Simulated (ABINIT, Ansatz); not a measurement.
## Quasiparticle gap of CuI (Marshite) in ABINIT

Wanted: ground state, empty states, screening and self-energy for CuI (Marshite).

Calculated with ABINIT 10.8.3; PBE and many-body steps on it, plane waves.

The database entry behind the starting cell differs from other determinations of this structure, so it need not match the best structure at room temperature.

In doubt: a PseudoDojo file used here is known to give poor structures and forces, which bears on pressures, cells, forces and phonons.

## (1) Set-up

The structure is cubic, space group F-43m (No. 216). Conventional cell: a = 6.063 Å, b = 6.063 Å, c = 6.063 Å, α = 90.00°, β = 90.00°, γ = 90.00°. Nearest to Cu lie 4 I at 2.63 Å. Nearest to I lie 4 Cu at 2.63 Å. Farther neighbours, and contacts between anions beyond the nearest, are not listed.

The cell and positions come from the Crystallography Open Database and are kept as given unless a step says otherwise.

## (2) Ground state

This step: ABINIT 10.8.3; DFT, PBE, plane waves, norm-conserving pseudopotentials.

The ground-state density comes first.

Input file run.abi:

```
acell 3*1.0 Angstrom
rprim 
  0.000000000000 3.031500000000 3.031500000000
  3.031500000000 -0.000000000000 3.031500000000
  3.031500000000 3.031500000000 0.000000000000
ntypat 2
znucl 29 53
natom 2
typat 1 2
xred 
  0.250000000000 0.250000000000 0.250000000000
  0.000000000000 0.000000000000 0.000000000000
pp_dirpath "pseudos"
pseudos "Cu.upf, I.upf"
ecut 42
ngkpt 6 6 6
nshiftk 1
shiftk 0 0 0
kptopt 1
chksymbreak 0
nband 18
occopt 1
tolvrs 1e-10
nstep 60
prtwf 0
optforces 0
optstress 0
indata_prefix "in"
outdata_prefix "out"
tmpdata_prefix "tmp"
```

On the command line:

```
$ OMP_NUM_THREADS=1 mpirun -n 8 abinit run.abi > log
```

What it wrote:

```text
.Version 10.8.3 of ABINIT. v10.8.2 released Aug 2026.

 Symmetries : space group F-4 3 m (#216); Bravais cF (face-center cubic)
================================================================================
 Values of the parameters that define the memory need of the present run
     intxc =       0    ionmov =       0      iscf =       7    lmnmax =       6
     lnmax =       6     mgfft =      48  mpssoang =       3    mqgrid =    3001
     natom =       2  nloc_mem =       1    nspden =       1   nspinor =       1
    nsppol =       1      nsym =      24    n1xccc =    2501    ntypat =       2
    occopt =       1   xclevel =       2
-    mband =          18        mffmem =           1         mkmem =           2
       mpw =        4897          nfft =      110592          nkpt =          16
================================================================================
  Rough estimation (10% accuracy) of disk space for files :
================================================================================

--------------------------------------------------------------------------------
------------- Echo of variables that govern the present computation ------------
--------------------------------------------------------------------------------
 -outvars: echo values of preprocessed input variables --------
            acell      1.8897261259E+00  1.8897261259E+00  1.8897261259E+00 Bohr

      chksymbreak           0
             ecut      4.20000000E+01 Hartree
-          fftalg         312

              ixc     -101130
              kpt      0.00000000E+00  0.00000000E+00  0.00000000E+00
                       1.66666667E-01  0.00000000E+00  0.00000000E+00
                       3.33333333E-01  0.00000000E+00  0.00000000E+00
                       5.00000000E-01  0.00000000E+00  0.00000000E+00
                       1.66666667E-01  1.66666667E-01  0.00000000E+00
                       3.33333333E-01  1.66666667E-01  0.00000000E+00
                       5.00000000E-01  1.66666667E-01  0.00000000E+00
                      -3.33333333E-01  1.66666667E-01  0.00000000E+00
                      -1.66666667E-01  1.66666667E-01  0.00000000E+00
   [... 5 further rows ...]
                      -3.33333333E-01  3.33333333E-01  1.66666667E-01
                      -3.33333333E-01  5.00000000E-01  1.66666667E-01
         kptrlatt        6    0    0      0    6    0      0    0    6
          kptrlen      4.86096717E+01
P           mkmem           2
            natom           2
            nband          18
            ngfft          48      48      48
             nkpt          16
            nstep          60
             nsym          24
           ntypat           2
              occ      2.000000  2.000000  2.000000  2.000000  2.000000  2.000000
                       2.000000  2.000000  2.000000  2.000000  2.000000  2.000000
                       2.000000  0.000000  0.000000  0.000000  0.000000  0.000000
        optforces           0
        optstress           0
            prtwf           0
            rprim      0.0000000000E+00  3.0315000000E+00  3.0315000000E+00
[...]
spgroup         216

           tolvrs      1.00000000E-10

             xred      2.5000000000E-01  2.5000000000E-01  2.5000000000E-01
[...]
znucl       29.00000   53.00000

================================================================================

 chkinp: Checking input parameters for consistency.

================================================================================
== DATASET  1 ==================================================================
-   mpi_nproc: 8, omp_nthreads: 1 (-1 if OMP is not activated)

--- !DatasetInfo
iteration_state: {dtset: 1, }
dimensions: {natom: 2, nkpt: 16, mband: 18, nsppol: 1, nspinor: 1, nspden: 1, mpw: 4897, }
cutoff_energies: {ecut:  42.0, pawecutdg:  -1.0, }
electrons: {nelect:   2.60000000E+01, charge:   0.00000000E+00, occopt:   1.00000000E+00, tsmear:   1.00000000E-02, }

 Real(R)+Recip(G) space primitive vectors, cartesian coordinates (Bohr,Bohr^-1):
 R(1)=  0.0000000  5.7287048  5.7287048  G(1)= -0.0872798  0.0872798  0.0872798
 R(2)=  5.7287048  0.0000000  5.7287048  G(2)=  0.0872798 -0.0872798  0.0872798
 R(3)=  5.7287048  5.7287048  0.0000000  G(3)=  0.0872798  0.0872798 -0.0872798
 Unit cell volume ucvol=  3.7600993E+02 bohr^3
 Angles (23,13,12)=  6.00000000E+01  6.00000000E+01  6.00000000E+01 degrees

 getcut: wavevector=  0.0000  0.0000  0.0000  ngfft=  48  48  48
         ecut(hartree)=     42.000   => boxcut(ratio)=   2.03086

--- Pseudopotential description ------------------------------------------------
- Cu Generated using ONCVPSP code by D. R. Hamann
- 29.00000  19.00000  171031                  znucl, zion, pspdat
12 -101130 2 -1 1492                          pspcod,pspxc,lmax,lloc,mmax
     nproj     2     2     2
  pspatm : epsatm=   21.66068635
         --- l  ekb(1:nproj) -->
[...]
pspatm: atomic psp has been read  and splines computed

- I Generated using ONCVPSP code by D. R. Hamann
- 53.00000   7.00000  171031                  znucl, zion, pspdat
12 -101130 2 -1 1196                          pspcod,pspxc,lmax,lloc,mmax
     nproj     2     2     2
  pspatm : epsatm=   19.17056757
         --- l  ekb(1:nproj) -->
[...]
2    4.134838    0.711910
 pspatm: atomic psp has been read  and splines computed

   1.06161260E+03                                ecore*ucvol(ha*bohr**3)
--------------------------------------------------------------------------------

_setup2: Arith. and geom. avg. npw (full set) are    4887.671    4887.663

================================================================================

--- !BeginCycle
iteration_state: {dtset: 1, }
solver: {iscf: 7, nstep: 60, nline: 4, wfoptalg: 0, }
tolerances: {tolvrs: 1.00E-10, }

     iter   Etot(hartree)      deltaE(h)  residm     vres2
 ETOT  1  -198.49932499269    -1.985E+02 2.197E-01 1.428E+04
 ETOT  2  -198.62838877951    -1.291E-01 1.416E-01 2.812E+04
 ETOT  3  -201.85821648741    -3.230E+00 3.329E-02 5.168E+03
 ETOT  4  -202.28168608485    -4.235E-01 1.171E-01 1.994E+03
 ETOT  5  -202.45053120802    -1.688E-01 2.533E-03 7.482E+02
 ETOT  6  -202.51508045913    -6.455E-02 6.536E-04 2.857E+02
 ETOT  7  -202.55301032748    -3.793E-02 6.418E-04 3.088E+01
 ETOT  8  -202.55456500006    -1.555E-03 1.987E-01 1.990E+01
 ETOT  9  -202.55759561681    -3.031E-03 1.776E-02 4.280E-01
 ETOT 10  -202.55765731972    -6.170E-05 1.450E-04 3.819E-03
 ETOT 11  -202.55765777924    -4.595E-07 1.649E-05 1.349E-03
 ETOT 12  -202.55765802563    -2.464E-07 3.672E-06 7.583E-06
 ETOT 13  -202.55765802693    -1.297E-09 3.106E-07 5.036E-07
 ETOT 14  -202.55765802699    -6.722E-11 5.726E-07 2.429E-07
 ETOT 15  -202.55765802704    -4.806E-11 4.875E-08 1.304E-10
 ETOT 16  -202.55765802703     1.427E-11 9.699E-08 2.870E-11

 At SCF step   16       vres2   =  2.87E-11 < tolvrs=  1.00E-10 =>converged.

--- !ResultsGS
iteration_state: {dtset: 1, }
comment   : Summary of ground state results
lattice_vectors:
- [  0.0000000,   5.7287048,   5.7287048, ]
- [  5.7287048,  -0.0000000,   5.7287048, ]
- [  5.7287048,   5.7287048,   0.0000000, ]
lattice_lengths: [   8.10161,    8.10161,    8.10161, ]
lattice_angles: [ 60.000,  60.000,  60.000, ] # degrees, (23, 13, 12)
lattice_volume:   3.7600993E+02
convergence: {deltae:  1.427E-11, res2:  2.870E-11, residm:  9.699E-08, diffor:  0.000E+00, }
etotal    :  -2.02557658E+02
entropy   :   0.00000000E+00
fermie    :   1.43174079E-01
cartesian_stress_tensor: null
pressure_GPa: null
xred      :
- [  2.5000E-01,   2.5000E-01,   2.5000E-01, Cu]
- [  0.0000E+00,   0.0000E+00,   0.0000E+00,  I]
cartesian_forces: null
force_length_stats: {min: null, max: null, mean: null, }

 Integrated electronic density in atomic spheres:
 ------------------------------------------------
 Atom  Sphere_radius  Integrated_density
    1        2.00000         17.36540554
    2        2.00000          2.86755521
================================================================================

 ----iterations are completed or convergence reached----

 Mean square residual over all n,k,spin=   33.817E-11; max=  96.988E-09
 reduced coordinates (array xred) for    2 atoms
       0.250000      0.250000      0.250000
       0.000000      0.000000      0.000000
 rms dE/dt=  0.0000E+00; max dE/dt=  0.0000E+00; dE/dt below (all hartree)
    1       0.000000      0.000000      0.000000
    2       0.000000      0.000000      0.000000

 cartesian coordinates (angstrom) at end:
    1      1.515750     1.515750     1.515750
    2      0.000000     0.000000     0.000000
 length scales=  1.889726  1.889726  1.889726 bohr
              =  1.000000  1.000000  1.000000 angstroms
 prteigrs : about to open file out_EIG
 Fermi (or HOMO) energy (hartree) =   0.14317   Average Vxc (hartree)=  -0.33457
 Eigenvalues (hartree) for nkpt=  16  k points:
 kpt#   1, nband= 18, wtk=  0.00463, kpt=  0.0000  0.0000  0.0000 (reduced coord)
  -3.95427   -2.38976   -2.38976   -2.38976   -0.37361    0.00854    0.00854    0.00854
   0.07568    0.07568    0.14317    0.14317    0.14317    0.18334    0.32176    0.32176
   0.32176    0.44822
 prteigrs : prtvol=0 or 1, do not print more k-points.

--- !EnergyTerms
iteration_state     : {dtset: 1, }
comment             : Components of total free energy in Hartree
kinetic             :  9.066078E+01
hartree             :  9.192203E+01
xc                  : -2.734888E+01
Ewald energy        : -9.134300E+01
psp_core            :  2.823363E+00
local_psp           : -2.375412E+02
non_local_psp       : -3.173074E+01
total_energy        : -2.025577E+02
total_energy_eV     : -5.511875E+03
band_energy         : -2.214648E+01

== END DATASET(S) ==============================================================
================================================================================

 -outvars: echo values of variables after computation  --------
           etotal     -2.0255765803E+02
            nband          18
             nkpt          16
          spgroup         216
 [... the other variables as echoed above ...]

 Calculation completed.
```

The job ended after 9 s (8 MPI ranks of Arm Neoverse V2, shared host; peak memory 0.65 GiB).

This step gave:

```yaml
total_energy: -5511.8747 eV
gap: 1.093 eV
k_of_the_valence_top: 0, 0, 0
k_of_the_conduction_bottom: 0, 0, 0
least_direct_gap: 1.093 eV
```

The gap is direct, at Γ.

[end of part 1 of 3]

[Long decimals in the printed logs are rounded to 6 places.]

[Logs are printed without paths, hosts, clocks, repeated set-up lines and the standing remarks that a program may print on its own settings, such as how far it seeks lower states.]

[Paths, hosts, dates, memory and timing lines, banners, echoed tables and standing remarks are left out of the program output; an Ansatz launch command may be rebuilt from the run's recorded settings. Measured values are a selection of at most five: reports struck by readers or far from the other reports are left out. None is set beside runs whose start may be inverted or whose files or cutoffs have a known fault.]

[Runs of the session that timed out or met a known fault of the program may be left out.]

[Hosts, paths, dates, database ids (printed as entryN), source tags and the programs' standing remarks are cut or masked in the printed files.]

[G0W0 gaps are taken among the corrected bands and points alone; a level outside them can change the order at an edge.]

[Where Ansatz stands beside ABINIT at settings called matched, ABINIT's density can come from a denser mesh and the files from another edition; pairs whose starting gaps differed by over 0.03 eV were left out, so agreement reads better than it is.]
